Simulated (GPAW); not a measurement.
# CrO2: which magnetic order is lowest, part 2 of 2

Aim: find out whether CrO2 carries moments, and which collinear order costs least.

GPAW 26.7.0; PBE with U = 4.38 eV on Cr d; plane waves with GPAW's PAW setups, scalar-relativistic.

So far. Step 2 (Run 1 (ferro ++)): After 19 cycles the largest moment stands at 2.60 μB.

## 3. Run 2 (antiferro +-)

Reversing part of the moments tests the sign of the couplings between them.

File order2.py:

```python
import json
import numpy as np
from ase import Atoms
from ase.parallel import paropen, parprint
from gpaw import GPAW

atoms = Atoms(['Cr', 'Cr', 'O', 'O', 'O', 'O'],
    cell=[[4.421, 0.0, 0.0],
         [0.0, 4.421, 0.0],
         [0.0, 0.0, 2.917]],
    scaled_positions=[[0.0, 0.0, 0.0],
         [0.5, 0.5, 0.5],
         [0.301, 0.301, 0.0],
         [0.199, 0.801, 0.5],
         [0.699, 0.699, 0.0],
         [0.801, 0.199, 0.5]],
    pbc=True,
    magmoms=[3.0, -3.0, 0.0, 0.0, 0.0, 0.0])
atoms.calc = GPAW(mode={'name': 'pw', 'ecut': 700},
    xc='PBE',
    kpts={'size': (8, 8, 8), 'gamma': True},
    occupations={'name': 'fermi-dirac', 'width': 0.005},
    convergence={'density': 1e-05, 'energy': 1e-05},
    maxiter=200,
    setups={'Cr': ':d,4.38'},
    symmetry={'tolerance': 1e-4},
    txt='order2.txt')
e = atoms.get_potential_energy(force_consistent=True)
res = {'free_energy': e, 'energy_sigma0': atoms.get_potential_energy(), 'fermi_energy': atoms.calc.get_fermi_level()}
res['moments'] = atoms.get_magnetic_moments().tolist()
res['total'] = atoms.get_magnetic_moment()
parprint('site moments (muB):', np.round(res['moments'], 3))
parprint(f"total moment: {res['total']:.3f} muB")
parprint(f'free energy: {e:.6f} eV')
atoms.calc.write('order2.gpw')
with paropen('results.json', 'w') as f:
    json.dump(res, f)
```

The run is started by

```sh
$ OMP_NUM_THREADS=1 mpirun -n 2 gpaw python order2.py > order2.log
```

Log:

```text
site moments (muB): [ 2.15  -2.15  -0.016  0.016 -0.016  0.016]
total moment: -0.000 muB
free energy: -44.883597 eV

--- order2.txt ---
Input parameters:
  mode=PW(ecut=700),
  convergence={'density': 1e-05, 'energy': 1e-05},
  kpts=MonkhorstPack(size=(8, 8, 8), gamma=True),
  maxiter=200,
  occupations=Occupations(name='fermi-dirac', width=0.005),
  setups={'Cr': ':d,4.38'},
  symmetry=Symmetry(tolerance=0.0001),
  xc=XC(name='PBE')

Diagonalizing LCAO Hamiltonian
Converting LCAO to pw mode
    .----------.
   /|          |
  / |          |
 *  | O Cr     |
 |  .-----O----.
 | /       O  /
 |/  O       /
 Cr---------*

Atoms  # Å, Bohr magnetons
|   | symbol |        x |        y |        z |    initial magnetic moments |
|---|--------|----------|----------|----------|-----------------------------|
| 0 |     Cr | 0.000000 | 0.000000 | 0.000000 | ( 0.0000,  0.0000,  3.0000) |
| 1 |     Cr | 2.210500 | 2.210500 | 1.458500 | ( 0.0000,  0.0000, -3.0000) |
| 2 |      O | 1.330721 | 1.330721 | 0.000000 | ( 0.0000,  0.0000,  0.0000) |
| 3 |      O | 0.879779 | 3.541221 | 1.458500 | ( 0.0000,  0.0000,  0.0000) |
| 4 |      O | 3.090279 | 3.090279 | 0.000000 | ( 0.0000,  0.0000,  0.0000) |
| 5 |      O | 3.541221 | 0.879779 | 1.458500 | ( 0.0000,  0.0000,  0.0000) |

Unit cell  # Å
| periodic |        x |        y |        z |  lengths |    angles |
|----------|----------|----------|----------|----------|-----------|
|      yes | 4.421000 | 0.000000 | 0.000000 | 4.421000 | 90.000000 |
|      yes | 0.000000 | 4.421000 | 0.000000 | 4.421000 | 90.000000 |
|      yes | 0.000000 | 0.000000 | 2.917000 | 2.917000 | 90.000000 |

Number of symmetries: 8

BZ-sampling:
  Number of BZ points: 512
  Number of IBZ points: 105

  Monkhorst-Pack size: [8, 8, 8]
  Monkhorst-Pack shift: [0.0625, 0.0625, 0.0625]

Plane wave coefficients: 2420
Cutoff: 700.0 eV

Spin-components: 2 (collinear spins)
Bands:           26
Projectors:      32
Spin-degeneracy: 1
Datatype:        complex128

Parallelization:
  kpt:    2
  domain: 1
  band:   1

Density:
  Valence electrons: 36.0
  Components: 2
  Grid points: [27 27 18]
  Charge: 0.0  # |e|

Potential:
  Grid points: [27 27 18]

[... setups left out ...]
Reference energy: -65328.164104  # eV

eigensolver:
  PPCG
  Converge bands: occupied
  niter=2

density mixing:
  MSR1-Mixer
  Pratt-step length: 0.05
  Maximum mixing coefficient: 0.75
  Old densities: 10
  SVD Regularization: 0.005
  Good broyden scale: 1.0
  Trust region scale: 1.0
  Backstep threshold: 4.0
  History deletion threshold: 6.0
  Fourier metric: weight=20.0, sigma=0.015

occupation numbers:
  Fermi-Dirac:
    width: 0.0050  # eV

poisson solver:
  ecut: 5600.0  # eV

xc functional:
  name: PBE with 2 nearest neighbor stencil

convergence criteria:
- Maximum integral of absolute [dens]ity change: 1e-05 electrons / valence electron
- Maximum [total energy] change in last 3 cyles: 1e-05 eV / valence electron
- Maximum integral of absolute [eigenst]ate change: 4e-08 eV^2 / valence electron
maximum number of iterations: 200

SCF iterations
|iter     |      energy | eigst |  dens |  magmom |
|---------|-------------|-------|-------|---------|
|iter:   1|       0s |  -46.417464 | +0.31 |       |  +0.0000|
|iter:   2|      12s |  -44.757929 | -1.37 | -0.66 |  +0.0000|
|iter:   3|      24s |  -43.529460 | -0.73 | -0.72 |  -0.0001|
|iter:   4|      36s |  -43.795942 | -2.05 | -0.99 |  +0.0001|
|iter:   5|      48s |  -44.449943 | -1.48 | -1.19 |  -0.0012|
|iter:   6|      60s |  -44.699833 | -2.58 | -1.61 |  +0.0015|
|iter:   7|      72s |  -44.723928 | -3.22 | -1.84 |  -0.0153|
|iter:   8|      84s |  -44.736903 | -3.40 | -1.87 |  -0.0019|
|iter:   9|      96s |  -44.781449 | -2.98 | -1.95 |  -0.0026|
|iter:  10|     108s |  -44.817110 | -3.31 | -2.03 |  -0.0069|
|iter:  11|     119s |  -44.847305 | -3.10 | -1.99 |  -0.0024|
|iter:  12|     131s |  -44.864062 | -3.21 | -2.15 |  -0.0018|
|iter:  13|     143s |  -44.850567 | -3.19 | -2.22 |  -0.0019|
|iter:  14|     155s |  -44.880087 | -2.40 | -2.20 |  +0.0015|
|iter:  15|     167s |  -44.871324 | -2.66 | -1.95 |  +0.0003|
|iter:  16|     179s |  -44.878582 | -2.73 | -2.30 |  +0.0051|
|iter:  17|     191s |  -44.883548 | -3.42 | -2.29 |  +0.0014|
|iter:  18|     203s |  -44.883535 | -4.83 | -3.13 |  +0.0010|
|iter:  19|     214s |  -44.883589c| -5.44 | -3.45 |  +0.0004|
|iter:  20|     226s |  -44.883590c| -6.23 | -3.58 |  +0.0001|
|iter:  21|     238s |  -44.883593c| -6.24 | -3.93 |  -0.0001|
|iter:  22|     250s |  -44.883595c| -6.91 | -4.02 |  -0.0000|
|iter:  23|     262s |  -44.883596c| -7.45c| -4.44 |  -0.0000|
|iter:  24|     269s |  -44.883596c| -7.55c| -4.57 |  -0.0000|
|iter:  25|     281s |  -44.883596c| -7.93c| -4.66 |  +0.0000|
|iter:  26|     293s |  -44.883596c| -8.04c| -4.79 |  +0.0000|
|iter:  27|     305s |  -44.883597c| -7.95c| -4.78 |  -0.0000|
|iter:  28|     310s |  -44.883597c| -8.14c| -5.20c|  -0.0000|

Converged in 28 steps
Energy contributions relative to reference atoms: (reference = -65328.164104)

Energy contributions:
  Kinetic:          -0.755044
  Coulomb:         -14.620727
  Zero:              1.458538
  External:          0.000000
  Xc:              -30.966364
  Entropy:          -0.000000
  Spinorbit:         0.000000
  ----------------------------
  Free energy:     -44.883597
  Extrapolated:    -44.883597

dipole moment: (-11.106416, -11.106416, -23.688432)  # |e|*Ang

Total magnetic moment: (0.000000, 0.000000, -0.000006)

Local magnetic moments
|        x |        y |         z |
|----------|----------|-----------|
| 0.000000 | 0.000000 |  2.149754 |  # Cr   0
| 0.000000 | 0.000000 | -2.149751 |  # Cr   1
| 0.000000 | 0.000000 | -0.016187 |  # O    2
| 0.000000 | 0.000000 |  0.016176 |  # O    3
| 0.000000 | 0.000000 | -0.016187 |  # O    4
| 0.000000 | 0.000000 |  0.016176 |  # O    5

Fermi level: 6.171
Eigenvalues  # (at kpt = [0.000, 0.000, 0.000])
| band index |      eig [eV] | occ [0-1] |      eig [eV] | occ [0-1] |
|------------|---------------|-----------|---------------|-----------|
|          0 |       -13.015 |     1.000 |       -13.015 |     1.000 |
|        ... |               |           |               |           |
|         10 |         2.830 |     1.000 |         2.830 |     1.000 |
|         11 |         2.853 |     1.000 |         2.853 |     1.000 |
|         12 |         2.927 |     1.000 |         2.927 |     1.000 |
|         13 |         3.328 |     1.000 |         3.328 |     1.000 |
|         14 |         5.139 |     1.000 |         5.139 |     1.000 |
|         15 |         5.514 |     1.000 |         5.514 |     1.000 |
|         16 |         5.569 |     1.000 |         5.569 |     1.000 |
|         17 |         6.024 |     1.000 |         6.024 |     1.000 |
|         18 |         6.511 |     0.000 |         6.511 |     0.000 |
|         19 |         7.968 |     0.000 |         7.968 |     0.000 |
|         20 |         8.961 |     0.000 |         8.961 |     0.000 |
|         21 |         9.434 |     0.000 |         9.434 |     0.000 |
|         22 |         9.821 |     0.000 |         9.821 |     0.000 |
|         23 |        11.351 |     0.000 |        11.351 |     0.000 |
|         24 |        11.421 |     0.000 |        11.421 |     0.000 |
|         25 |        12.419 |     0.000 |        12.419 |     0.000 |

Gap: 0.251 eV
Transition (v -> c):
  (s=0, k=0, n=17, [0.00, 0.00, 0.00]) -> (s=1, k=84, n=18, [0.50, 0.00, 0.50])
Direct/indirect transitions are different
Direct gap: 0.487 eV
Transition at: (s=0->1, k=0, n=17, [0.00, 0.00, 0.00])
```

Run time: 5.5 min. Hardware: 2 MPI ranks of Arm Neoverse V1, shared host; peak memory 0.71 GiB; 11 min of CPU time.

Spin moment in the augmentation sphere by atom:

| atom | spin moment in the augmentation sphere (μB) |
| --- | --- |
| Cr1 | 2.15 |
| Cr2 | -2.15 |
| O3 | -0.02 |
| O4 | 0.02 |
| O5 | -0.02 |
| O6 | 0.02 |

Read from the output:

```
magnetization : 0 μB
final state   : antiferromagnetic
```

It lies 213 meV a seeded atom over the first start, and its largest moment is 2.15 μB against 2.60 μB.

## 4. Run 3 (no spin polarisation)

This run holds no moments, which gives a state to set the others against.

nospin.py is the script of step 3 with these lines changed:

```diff
@@ -16,4 +16,3 @@
          [0.801, 0.199, 0.5]],
-    pbc=True,
-    magmoms=[3.0, -3.0, 0.0, 0.0, 0.0, 0.0])
+    pbc=True)
 atoms.calc = GPAW(mode={'name': 'pw', 'ecut': 700},
@@ -26,11 +25,7 @@
     symmetry={'tolerance': 1e-4},
-    txt='order2.txt')
+    txt='nospin.txt')
 e = atoms.get_potential_energy(force_consistent=True)
 res = {'free_energy': e, 'energy_sigma0': atoms.get_potential_energy(), 'fermi_energy': atoms.calc.get_fermi_level()}
-res['moments'] = atoms.get_magnetic_moments().tolist()
-res['total'] = atoms.get_magnetic_moment()
-parprint('site moments (muB):', np.round(res['moments'], 3))
-parprint(f"total moment: {res['total']:.3f} muB")
 parprint(f'free energy: {e:.6f} eV')
-atoms.calc.write('order2.gpw')
+atoms.calc.write('nospin.gpw')
 with paropen('results.json', 'w') as f:
```

The run is started by

```sh
$ OMP_NUM_THREADS=1 mpirun -n 2 gpaw python nospin.py > nospin.log
```

Log:

```text
free energy: -41.343991 eV

--- nospin.txt ---
Input parameters:
  mode=PW(ecut=700),
  convergence={'density': 1e-05, 'energy': 1e-05},
  kpts=MonkhorstPack(size=(8, 8, 8), gamma=True),
  maxiter=200,
  occupations=Occupations(name='fermi-dirac', width=0.005),
  setups={'Cr': ':d,4.38'},
  symmetry=Symmetry(tolerance=0.0001),
  xc=XC(name='PBE')

Diagonalizing LCAO Hamiltonian
Converting LCAO to pw mode
[...]
|         13 |         4.094 |     2.000 |
[...]
|         22 |         9.371 |     0.000 |
|         23 |        10.971 |     0.000 |
|         24 |        11.552 |     0.000 |
|         25 |        11.552 |     0.000 |

Gap: 1.024 eV
Transition (v -> c):
  (s=0, k=0, n=17, [0.00, 0.00, 0.00]) -> (s=0, k=84, n=18, [0.50, 0.00, 0.50])
Direct/indirect transitions are different
Direct gap: 1.367 eV
Transition at: (s=0, k=0, n=17, [0.00, 0.00, 0.00])


[key lines of the parts left out:]
Free energy:     -41.343991
Converged in 20 steps
dipole moment: (-11.143810, -11.143810, -23.718303)  # |e|*Ang
Fermi level: 6.021
```

Run time: 2 min. Hardware: 2 MPI ranks; peak memory 0.57 GiB; 4.1 min of CPU time.

This step gave:

| Quantity | Value |
| --- | --- |
| final state | non-magnetic (no spin polarisation) |

It lies 1982 meV a seeded atom over the first start.

## 5. Energies of the orders

These are free energies at a smearing of 0.005 eV, so its entropy term is in the differences. They are divided by the number of seeded atoms, so that cells of unlike size compare.

Orders:

| start | final state | typed order kept | energy over the lowest (meV a seeded atom) | largest site moment (μB) | net moment (μB a primitive cell) | mesh matched | CPU time (s) |
| --- | --- | --- | --- | --- | --- | --- | --- |
| ferro ++ | ferromagnetic | yes | 0 | 2.605 | 4 | yes | 551.2 |
| antiferro +- | antiferromagnetic | yes | 212.6 | 2.15 | 0 | yes | 657.3 |
| no spin polarisation | non-magnetic | - | 1982 | 0 | 0 | yes | 245.4 |

## 6. What came out

```yaml
lowest_state_found: ferromagnetic (typed ferro ++)
largest_site_moment: 2.60 μB
next_state: antiferromagnetic, 213 meV a seeded atom higher
run_without_spin_seeds_over_the_lowest: 1982 meV a seeded atom
```

In words: The lowest state found is ferromagnetic, reached from the start ferro ++, with moments up to 2.60 μB. The next state costs 213 meV a seeded atom. This is the lowest of 3 finished starts, no proof of the ground state.

[Logs and program files are shortened in this print: banners, set-up blocks, solver, clock and traceback lines can be left out without a mark of their own.]

[Logs are printed without paths, hosts, clocks, repeated set-up lines and the standing remarks that a program may print on its own settings, such as how far it seeks lower states.]

[Hosts, paths, dates, database ids (printed as entryN), source tags and the programs' standing remarks are cut or masked in the printed files.]

[Where a cell is said to come from a database of computed structures, the database is the Materials Project.]
